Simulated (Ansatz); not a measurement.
Reflectivity of Tc (P6_3/mmc) at normal incidence (Ansatz, r2SCAN, independent particles, without spin-orbit coupling, line width 0.1 eV (Gaussian), carrier damping 0.1 eV):

| E (eV) | R (%) |
| --- | --- |
| 1.00 | 81.4 |
| 1.25 | 74.5 |
| 1.50 | 65.6 |
| 1.75 | 62.0 |
| 2.00 | 65.0 |
| 2.25 | 64.3 |
| 2.50 | 65.2 |
| 2.75 | 63.2 |
| 3.00 | 61.3 |
| 3.25 | 63.3 |
| 3.50 | 67.1 |
| 3.75 | 75.2 |
| 4.00 | 75.1 |
| 4.25 | 75.3 |
| 4.50 | 74.5 |
| 4.75 | 72.6 |
| 5.00 | 69.9 |

Question: What colour would a polished face show in daylight?

Answer: Light grey: CIE x = 0.316, y = 0.330, luminous reflectivity 65 % under D65, from the mean over the axes.
